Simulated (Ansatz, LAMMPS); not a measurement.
# Structural relaxation of amorphous 89SiO2-11B2O3 (mol %) (90 atoms), part 3 of 4

How does amorphous 89SiO2-11B2O3 (mol %) (90 atoms) relax, and what do bonds, charges and levels look like afterwards?

Ansatz 0.2.0; Kohn-Sham DFT, PBE, PAW (set soft_2), plane waves.

The cell: 25 Si, 6 B and 59 O. The quench rate of 100 K/ps is orders of magnitude faster than experiment. The network of bonds at the start is that of the classical potential that made the cell. Only the Γ point is sampled in the main run, in a cell whose shortest periodic width is 11 Å.

So far. Step 4 (Cell and atoms relaxed): The relaxation changed the energy by -56.1 meV/atom, and atoms moved by 0.30 Å r.m.s., 0.71 Å at most.

**6. Single point at the relaxed geometry**

The electronic structure is read at the final geometry, in a run of its own.

input.yaml reads:

```yaml
crystal:
  lattice:
    - [10.74413, 0.16458, -0.15717]
    - [0.16458, 10.78519, 0.47362]
    - [-0.15717, 0.47362, 10.86893]
  atoms:
    - { symbol: Si, position: [0.77437, 0.43567, 0.25488] }
    - { symbol: Si, position: [0.70361, 0.89366, 0.14349] }
    - { symbol: Si, position: [0.27637, 0.61398, 0.92369] }
    - { symbol: Si, position: [0.54321, 0.94774, 0.37314] }
    - { symbol: Si, position: [0.68321, 0.40923, 0.7442] }
    - { symbol: Si, position: [0.33691, 0.7691, 0.28483] }
    - { symbol: Si, position: [0.54808, 0.14757, 0.72523] }
    - { symbol: Si, position: [0.38876, 0.11136, 0.49236] }
    - { symbol: Si, position: [0.22627, 0.62924, 0.50235] }
    - { symbol: Si, position: [0.24086, 0.8962, 0.61912] }
    - { symbol: Si, position: [0.90272, 0.66212, 0.15176] }
    - { symbol: Si, position: [0.06781, 0.83813, 0.24395] }
    - { symbol: Si, position: [0.3758, 0.46716, 0.70978] }
    - { symbol: Si, position: [0.97038, 0.71735, 0.48384] }
    - { symbol: Si, position: [0.60612, 0.87617, 0.65977] }
    - { symbol: Si, position: [0.38705, 0.37726, 0.06769] }
    - { symbol: Si, position: [0.98397, 0.65198, 0.8861] }
    - { symbol: Si, position: [0.04561, 0.18686, 0.8518] }
    - { symbol: Si, position: [0.71066, 0.6391, 0.55887] }
    - { symbol: Si, position: [0.63448, 0.47417, 0.00555] }
    - { symbol: Si, position: [0.94291, 0.21058, 0.34581] }
    - { symbol: Si, position: [0.32046, 0.21798, 0.86889] }
    - { symbol: Si, position: [0.92048, 0.06149, 0.09926] }
    - { symbol: Si, position: [0.49807, 0.7326, 0.05553] }
    - { symbol: Si, position: [0.98142, 0.05574, 0.61129] }
    - { symbol: B, position: [0.19812, 0.28158, 0.38112] }
    - { symbol: B, position: [0.56807, 0.52616, 0.39949] }
    - { symbol: B, position: [0.94055, 0.4118, 0.81195] }
    - { symbol: B, position: [0.38222, 0.40785, 0.32341] }
    - { symbol: B, position: [0.9302, 0.83173, 0.70268] }
    - { symbol: B, position: [0.38991, 0.81141, 0.80836] }
    - { symbol: O, position: [0.44102, 0.84609, 0.34905] }
    - { symbol: O, position: [0.82756, 0.67496, 0.46812] }
    - { symbol: O, position: [0.26063, 0.38787, 0.3534] }
    - { symbol: O, position: [0.52274, 0.45787, 0.70047] }
    - { symbol: O, position: [0.40151, 0.71514, 0.16542] }
    - { symbol: O, position: [0.32104, 0.25943, 0.01259] }
    - { symbol: O, position: [0.35271, 0.97687, 0.56074] }
    - { symbol: O, position: [0.82957, 0.31467, 0.33991] }
    - { symbol: O, position: [0.93264, 0.78954, 0.82523] }
    - { symbol: O, position: [0.23923, 0.76339, 0.56167] }
    - { symbol: O, position: [0.58145, 0.85566, 0.05731] }
    - { symbol: O, position: [0.95883, 0.5402, 0.80123] }
    - { symbol: O, position: [0.13502, 0.66552, 0.92014] }
    - { symbol: O, position: [0.07598, 0.27849, 0.34435] }
    - { symbol: O, position: [0.49723, 0.81224, 0.74986] }
    - { symbol: O, position: [0.8366, 0.35479, 0.78235] }
    - { symbol: O, position: [0.3047, 0.50979, 0.03697] }
    - { symbol: O, position: [0.04154, 0.70616, 0.18821] }
    - { symbol: O, position: [0.79428, 0.76949, 0.16975] }
    - { symbol: O, position: [0.99306, 0.15177, 0.71689] }
    - { symbol: O, position: [0.98593, 0.75758, 0.62372] }
    - { symbol: O, position: [0.51622, 0.38483, 0.99627] }
    - { symbol: O, position: [0.47271, 0.08496, 0.37216] }
    - { symbol: O, position: [0.42152, 0.36736, 0.21394] }
    - { symbol: O, position: [0.21674, 0.86149, 0.24981] }
    - { symbol: O, position: [0.3851, 0.74366, 0.93436] }
    - { symbol: O, position: [0.684, 0.4914, 0.86939] }
    - { symbol: O, position: [0.44325, 0.13332, 0.83567] }
    - { symbol: O, position: [0.69789, 0.74984, 0.65713] }
    - { symbol: O, position: [0.11562, 0.98138, 0.60193] }
    - { symbol: O, position: [0.65086, 0.94169, 0.27139] }
    - { symbol: O, position: [0.62142, 0.00898, 0.72225] }
    - { symbol: O, position: [0.25768, 0.18055, 0.44573] }
    - { symbol: O, position: [0.33205, 0.57892, 0.79706] }
    - { symbol: O, position: [0.1933, 0.13923, 0.86058] }
    - { symbol: O, position: [0.92312, 0.1456, 0.21683] }
    - { symbol: O, position: [0.07751, 0.60682, 0.47839] }
    - { symbol: O, position: [0.96892, 0.12597, 0.96981] }
    - { symbol: O, position: [0.59912, 0.91474, 0.51186] }
    - { symbol: O, position: [0.2778, 0.86097, 0.76808] }
    - { symbol: O, position: [0.58494, 0.62631, 0.4692] }
    - { symbol: O, position: [0.73031, 0.41064, 0.11386] }
    - { symbol: O, position: [0.31292, 0.34048, 0.76996] }
    - { symbol: O, position: [0.29112, 0.64981, 0.36865] }
    - { symbol: O, position: [0.29311, 0.5135, 0.58428] }
    - { symbol: O, position: [0.73633, 0.50229, 0.62665] }
    - { symbol: O, position: [0.01408, 0.94503, 0.14294] }
    - { symbol: O, position: [0.45751, 0.46508, 0.40231] }
    - { symbol: O, position: [0.002, 0.8325, 0.37926] }
    - { symbol: O, position: [0.88453, 0.94941, 0.66159] }
    - { symbol: O, position: [0.47051, 0.18102, 0.59174] }
    - { symbol: O, position: [0.64274, 0.25719, 0.74508] }
    - { symbol: O, position: [0.90505, 0.62712, 0.01041] }
    - { symbol: O, position: [0.93557, 0.12068, 0.47526] }
    - { symbol: O, position: [0.88101, 0.53898, 0.24245] }
    - { symbol: O, position: [0.78003, 0.00766, 0.07644] }
    - { symbol: O, position: [0.6575, 0.49023, 0.32353] }
    - { symbol: O, position: [0.58466, 0.61101, 0.04638] }
    - { symbol: O, position: [0.04436, 0.338, 0.85567] }
kpoints:
  mp_grid: { grid: [1, 1, 1] }
hamiltonian:
  xc: pbe
scf:
  occupations: { method: fermi_dirac, width: 0.025 }
output:
  forces: true
  stress: true
  populations: true
  dos:
    method: { smearing: { sigma: 0.08 } }
    de: 0.05
    projected: { site_lists: { B: [B], O: [O], Si: [Si] } }
  eigenvalues: true
  write_density: true
  write_potential: true
  volumetric_format: npy
```

Started as:

```console
$ ansatz run input.yaml --threads 4 --pin off --max-ram 8192MiB --backend cpu --events-out ev --progress --plain --runs-dir out
```

Log:

```text
[...]
Crystal: 90 atoms, lattice volume = 1256.469 Å³
Basis set: ecut = 420 eV, 24505 PW (Γ), exchange–correlation on 144×150×150 points (8 copies of the dense FFT grid, shifted against one another)
Bands: 326, of which v1, the nominal top of the filled ones, is band 236 counted from 1 (235 counted from 0)
Symmetry: 1 space group operations
[...]
k-points: 1
[...]
SCF iter   1: F=—  HF=-50399.315740 eV  |F-HF|=—  |Δ(HF+E_count)|=         —  Δρ=2.52e-3  dr2=1.40e-1  ethr=1.77e-3  ⟨swp⟩=7.0  Hψ=1631  notcnv=0  defer=57
[...]
SCF iter   9: F=-50399.279375 eV  HF=-50399.279375 eV  |F-HF|=1.08e-8  |Δ(HF+E_count)|=   7.66e-8  Δρ=1.27e-6  dr2=2.23e-8  ethr=2.12e-11  ⟨swp⟩=20.0  Hψ=3124  notcnv=0
SCF 1 converged in 9 iterations: F = -50399.279375 eV  dr2 = 2.23e-8
[...]
WARN: The input density's exchange-correlation potential varies sharply where the density is thin. Do not read a vacuum level from v_tot or v_xc, or from such a field of the output density. On a cell that repeats whose density bears no net charge and no dipole along the vacuum's axis use v_es (v_loc + v_h of the components); [...]
SCF converged after 9 iterations
Free energy (F): -50399.279375 eV
[...]
Internal energy: -50399.279375 eV  (E = F + TS)
E sigma→0 (E₀):  -50399.279375 eV
Fermi energy:    4.411012 eV
[...]
--- Forces (eV/Å), atoms counted from 1 ---
  atom   1  Si    -0.00680337    -0.00346982    -0.00985830
  atom   2  Si     0.00032344    -0.00229742     0.00074843
  atom   3  Si     0.00614662     0.00723386     0.00847688
  atom   4  Si    -0.00538079     0.00193603    -0.00456352
  atom   5  Si    -0.01309241     0.00773411    -0.01980243
  atom   6  Si    -0.00003566     0.00428896     0.00488588
  atom   7  Si     0.00863801     0.00218345    -0.00024412
  atom   8  Si     0.00634759    -0.00516041     0.00060297
  atom   9  Si     0.00819910     0.01051805    -0.00695434
  atom  10  Si     0.00149868     0.00593922     0.00797605
  atom  11  Si     0.00018146     0.00630443     0.00632850
  atom  12  Si    -0.00374253     0.00149853    -0.00221281
  atom  13  Si    -0.01834355    -0.00381028    -0.00253755
  atom  14  Si     0.00121190     0.00770903     0.00276211
[...]
atom  89  O      0.00898102     0.00368022    -0.01864611
  atom  90  O      0.01632148     0.02614084    -0.02119743
  max |Σ_I F_I| component: 4.13e-5 eV/Å
--- Stress (GPa, compression-positive) ---
       -0.025817      -0.018516      -0.001396
       -0.018521       0.002692      -0.002572
       -0.001394      -0.002574      -0.008251
  P = ⅓ Tr σ = -0.0105 GPa (-0.105 kbar)
--- Band table (eV) ---
[...]
--- Löwdin populations: 90 sites ---
  site symbol       q [e]
     0     Si      2.1953
     1     Si      2.2054
     2     Si      2.2171
[...]
89      O      6.6112
  spilling = 0.013051 (of n_electrons = 472.000000)
```

The job ended after 8.1 s (4 threads of Intel Xeon 6975P-C (Granite Rapids), shared host; peak memory 1.5 GiB; 29 s of CPU time).

The program notes that the exchange-correlation potential is rough where the density is thin.

Read from the output:

```
free energy                                      : -50399.2794 eV
free energy per atom                             : -559.9920 eV/atom
SCF cycles                                       : 9
pressure                                         : -0.01046 GPa
r.m.s. force component                           : 0.00969 eV/Å
longest force                                    : 0.04011 eV/Å
Fermi energy                                     : 4.411 eV
gap (highest filled to lowest empty level) : 4.25 eV
spilling of the projection                       : 0.01305
```

Löwdin charges by element and coordination (they lack the spilled electrons, 0.068 e an atom on average):

```csv
element,coordination,atoms,mean charge (e),spread,least,most
B,all,6,0.666,0.0162,0.644,0.687
O,all,59,-0.720,0.108,-0.799,-0.366
O,2,58,-0.722,0.107,-0.799,-0.366
O,3,1,-0.571,0,-0.571,-0.571
Si,all,25,1.79,0.0183,1.73,1.81
Si,4,24,1.79,0.0152,1.75,1.81
Si,5,1,1.73,0,1.73,1.73
```

Charge against the make-up of the first shell:

```
B neighbours of O  atoms  mean charge (e)
                0     43           -0.781
                1     14            -0.58
                2      2           -0.373
```

States in the cell by windows of 1 eV, zero at the Fermi level; the larger projections on atomic orbitals stand beside the total:

| from (eV) | to (eV) | total | O p | Si p | Si s |
| --- | --- | --- | --- | --- | --- |
| -18 | -13 | 0.0 | 0.0 | 0.0 | 0.0 |
| -13 | -12 | 6.7 | 4.5 | 0.2 | 1.6 |
| -12 | -11 | 14.9 | 10.1 | 0.6 | 2.9 |
| -11 | -10 | 18.7 | 13.0 | 1.3 | 2.6 |
| -10 | -9 | 23.8 | 17.3 | 3.0 | 1.3 |
| -9 | -8 | 39.3 | 29.9 | 6.8 | 0.4 |
| -8 | -7 | 20.6 | 15.9 | 3.0 | 0.1 |
| -7 | -6 | 32.7 | 26.5 | 2.6 | 0.1 |
| -6 | -5 | 61.6 | 55.1 | 2.8 | 0.1 |
| -5 | -4 | 70.6 | 66.1 | 1.8 | 0.1 |
| -4 | -3 | 55.7 | 53.5 | 0.7 | 0.1 |
| -3 | -2 | 9.3 | 8.9 | 0.1 | 0.0 |
| -2 | 2 | 0.0 | 0.0 | 0.0 | 0.0 |
| 2 | 3 | 2.0 | 0.1 | 0.1 | 1.0 |
| 3 | 4 | 10.5 | 1.3 | 1.9 | 2.3 |
| 4 | 5 | 19.3 | 2.3 | 5.6 | 3.2 |

Between -24 and -18 eV lie 118 more states.

The levels nearest the highest filled one (over half full), pooled over k-points and spins:

| level less the highest filled one (eV) | occupation |
| --- | --- |
| -0.953 | 2 |
| -0.862 | 2 |
| -0.631 | 2 |
| -0.440 | 2 |
| -0.173 | 2 |
| 0 | 2 |
| 4.25 | 0 |
| 5.24 | 0 |
| 5.65 | 0 |
| 5.66 | 0 |
| 5.85 | 0 |
| 6.00 | 0 |

Valence density in the bc plane at fractional x = 0.385, with atoms of Si and B and O within 0.2 Å of it. It is the smooth field of the valence electrons, not physical close to the nuclei.

Values in e/Å³, 13 rows by 16 columns, each cell a mean:
```
0.0 0.1 0.1 0.4 0.5 0.2 0.1 0.1 0.2 0.1 0.4 3.5 3.8 0.4 0.0 0.0
0.1 0.5 1.0 0.5 0.2 0.1 0.1 0.1 0.2 0.4 0.3 1.4 2.0 0.5 0.1 0.0
0.1 0.4 1.1 0.5 0.4 0.6 0.4 0.2 0.8 1.6 0.4 0.2 0.4 0.5 0.2 0.0
0.0 0.1 0.1 0.1 0.2 0.4 0.4 0.1 0.4 0.4 0.1 0.1 0.2 0.3 0.2 0.0
0.3 0.1 0.2 0.2 0.1 0.1 0.1 0.3 0.3 0.1 0.0 0.0 0.0 0.1 0.2 0.5
1.8 0.4 0.4 0.3 0.1 0.0 0.0 0.2 0.3 0.1 0.0 0.0 0.0 0.0 0.5 3.3
0.8 0.2 0.2 0.2 0.0 0.0 0.1 0.1 0.1 0.1 0.0 0.0 0.0 0.0 0.1 0.8
0.2 0.4 0.3 0.1 0.0 0.1 0.4 0.7 0.3 0.1 0.2 0.1 0.2 0.5 0.2 0.1
0.1 0.3 0.1 0.0 0.0 0.3 0.5 0.6 0.2 0.1 0.2 0.3 0.6 1.6 0.7 0.1
0.0 0.0 0.0 0.0 0.2 1.4 1.7 0.4 0.1 0.0 0.2 0.6 0.4 0.4 0.2 0.0
0.0 0.0 0.0 0.0 0.2 1.8 2.1 0.3 0.0 0.1 1.0 4.6 1.7 0.2 0.0 0.0
0.0 0.0 0.0 0.1 0.3 0.4 0.4 0.3 0.2 0.1 0.4 1.9 0.8 0.1 0.0 0.0
0.0 0.0 0.1 0.5 1.0 0.5 0.2 0.5 0.5 0.2 0.1 0.4 0.4 0.1 0.0 0.0
```
Columns run along b (10.8 Å), rows up along c (10.9 Å). Atoms in or near the plane, at fractional coordinates: Si at (0.11, 0.49), Si at (0.47, 0.71), Si at (0.38, 0.07), B at (0.41, 0.32), B at (0.81, 0.81), O at (0.72, 0.17), O at (0.74, 0.93).

Electrostatic potential energy in the bc plane at fractional x = 0.385, with atoms of Si and B and O within 0.2 Å of it. With pseudopotentials it is smooth inside the atoms' cores, unlike the true potential.

Ten even steps from '0' (-47 eV) to '9' (9 eV), each cell a mean:
```
999999888887889998887313899999
999987778999999998887201699999
999876457899999998888633688999
999755557899999988899873137899
999877778888877865699861005899
999999999988522467899985347999
999999999997300058999998889999
999999999998400168999999999999
999999999999765689999999999999
688889999999998899999999999854
364347899999999999999999999841
640004899999999999999999999986
851003799999999999999999999999
975346899999999999999999999999
998888999986678999999988878999
999999999861027999998765646999
999999999972016999998521368999
999999999964568999998632478999
999999999832489999997446789999
999999999853689999993016899999
999999998754579999995226999999
999999998500048999998778999999
999999987500037899998888999999
999999977742368899988878999999
```
Columns run along b (10.8 Å; values clipped at the 3rd and 97th percentile), rows up along c (10.9 Å). Atoms in or near the plane, at fractional coordinates: Si at (0.11, 0.49), Si at (0.47, 0.71), Si at (0.38, 0.07), B at (0.41, 0.32), B at (0.81, 0.81), O at (0.72, 0.17), O at (0.74, 0.93).

Mean Löwdin charges: B +0.67, O -0.72, Si +1.79 e (they miss 1.3 % of the electrons, so they add up to more than the cell's charge). The charge on O changes by +0.203 e for each B neighbour that takes the place of another kind, on average. The largest share in the top eV of filled states is O p (97 % of the projected weight), and in the lowest eV of empty states Si s (44 % of the projected weight).

Local excerpt of 13 atoms (numbers count through the whole input) about Si5, which has 5 bonded neighbours where the commonest count for Si is 4; x, y, z are measured from there.

| atom | x | y | z | distance (Å) | bonds | Löwdin charge (e) |
| --- | --- | --- | --- | --- | --- | --- |
| Si5 | 0.00 | 0.00 | 0.00 | 0.00 | 5 | 1.73 |
| O77 | 0.60 | 0.96 | -1.24 | 1.68 | 2 | -0.78 |
| O58 | 0.00 | 0.95 | 1.40 | 1.69 | 2 | -0.78 |
| O83 | -0.46 | -1.65 | -0.06 | 1.71 | 2 | -0.77 |
| O47 | 1.63 | -0.54 | 0.36 | 1.76 | 2 | -0.56 |
| O35 | -1.71 | 0.48 | -0.43 | 1.83 | 2 | -0.79 |
| B28 | 2.75 | 0.10 | 0.70 | 2.84 | 3 | 0.65 |
| Si20 | -0.55 | 0.82 | 2.88 | 3.04 | 4 | 1.78 |
| Si19 | 0.36 | 2.40 | -1.91 | 3.09 | 4 | 1.77 |
| Si7 | -1.49 | -2.85 | -0.31 | 3.23 | 4 | 1.77 |
| O53 | -1.84 | -0.17 | 2.75 | 3.32 | 2 | -0.79 |
| Si13 | -3.29 | 0.56 | -0.30 | 3.35 | 4 | 1.75 |
| O43 | 2.97 | 1.48 | 0.64 | 3.38 | 2 | -0.60 |

**7. K-mesh 2×2×2**

A denser mesh tests the sampling of the Brillouin zone.

input.yaml: that of step 6 with these lines changed.

```diff
@@ -8,3 +8,3 @@
 kpoints:
-  mp_grid: { grid: [1, 1, 1] }
+  mp_grid: { grid: [2, 2, 2] }
 hamiltonian:
@@ -22,4 +22 @@
   eigenvalues: true
-  write_density: true
-  write_potential: true
-  volumetric_format: npy
```

Log:

```text
[...]
Crystal: 90 atoms, lattice volume = 1256.469 Å³
Basis set: ecut = 420 eV, 24505 PW (Γ), exchange–correlation on 144×150×150 points (8 copies of the dense FFT grid, shifted against one another)
Bands: 326, of which v1, the nominal top of the filled ones, is band 236 counted from 1 (235 counted from 0)
Symmetry: 1 space group operations
[...]
k-points: 8
[...]
SCF iter   1: F=—  HF=-50399.375900 eV  |F-HF|=—  |Δ(HF+E_count)|=         —  Δρ=2.52e-3  dr2=1.40e-1  ethr=1.77e-3  ⟨swp⟩=7.0  Hψ=13051  notcnv=0  defer=485
[...]
SCF iter   8: F=—  HF=-50399.338358 eV  |F-HF|=—  |Δ(HF+E_count)|=   4.58e-8  Δρ=5.93e-6  dr2=3.52e-7  ethr=3.11e-10  ⟨swp⟩=2.0  Hψ=3695  notcnv=0  defer=669
SCF iter   9: F=-50399.338358 eV  HF=-50399.338358 eV  |F-HF|=1.02e-8  |Δ(HF+E_count)|=   7.54e-8  Δρ=1.27e-6  dr2=2.22e-8  ethr=2.12e-11  ⟨swp⟩=15.8  Hψ=16158  notcnv=0
SCF 1 converged in 9 iterations: F = -50399.338358 eV  dr2 = 2.22e-8
[...]
SCF converged after 9 iterations
Free energy (F): -50399.338358 eV
[...]
Internal energy: -50399.338358 eV  (E = F + TS)
E sigma→0 (E₀):  -50399.338358 eV
Fermi energy:    4.430585 eV
[...]
Σ components = -50399.338358   (vs F -50399.338358, Δ=0.00e0)
--- Forces (eV/Å), atoms counted from 1 ---
  atom   1  Si    -0.00643221    -0.00355765    -0.00713145
  atom   2  Si     0.00054874    -0.00020352    -0.00179854
  atom   3  Si     0.00577656     0.00889417     0.00956997
  atom   4  Si    -0.00591292     0.00336107    -0.00533570
[...]
atom  90  O      0.01485271     0.02428405    -0.01884538
  max |Σ_I F_I| component: 4.06e-5 eV/Å
--- Stress (GPa, compression-positive) ---
       -0.020338      -0.020354      -0.000473
       -0.020360       0.012534      -0.003411
       -0.000472      -0.003413      -0.002545
  P = ⅓ Tr σ = -0.0034 GPa (-0.034 kbar)
--- Band table (eV; the first three rows and the last of 8) ---
[...]
--- Löwdin populations: 90 sites ---
  site symbol       q [e]
     0     Si      2.1949
     1     Si      2.2053
     2     Si      2.2172
[...]
89      O      6.6110
  spilling = 0.013054 (of n_electrons = 472.000000)
```

The job ended after 62 s (4 threads; peak memory 6.3 GiB).

The program notes that it cut back its work space to fit the memory limit.

Geometry and reference: those of the single point at the relaxed geometry.

Forces differ from those of the single point at the relaxed geometry by 3.0 meV/Å r.m.s.; the energy by -0.66 meV/atom. It took roughly 7.7 times the reference's time (one timing each, with unlike analyses asked), in 9 cycles against 9.

[end of part 3 of 4]

[Long decimals in the printed logs are rounded to 6 places.]

[Logs are printed without paths, hosts, clocks, repeated set-up lines and the standing remarks that a program may print on its own settings, such as how far it seeks lower states.]

[Hosts, paths, dates, database ids (printed as entryN), source tags and the programs' standing remarks are cut or masked in the printed files.]

[A walk said to have stopped at its limit may instead have ended on an SCF cycle that didn't converge.]
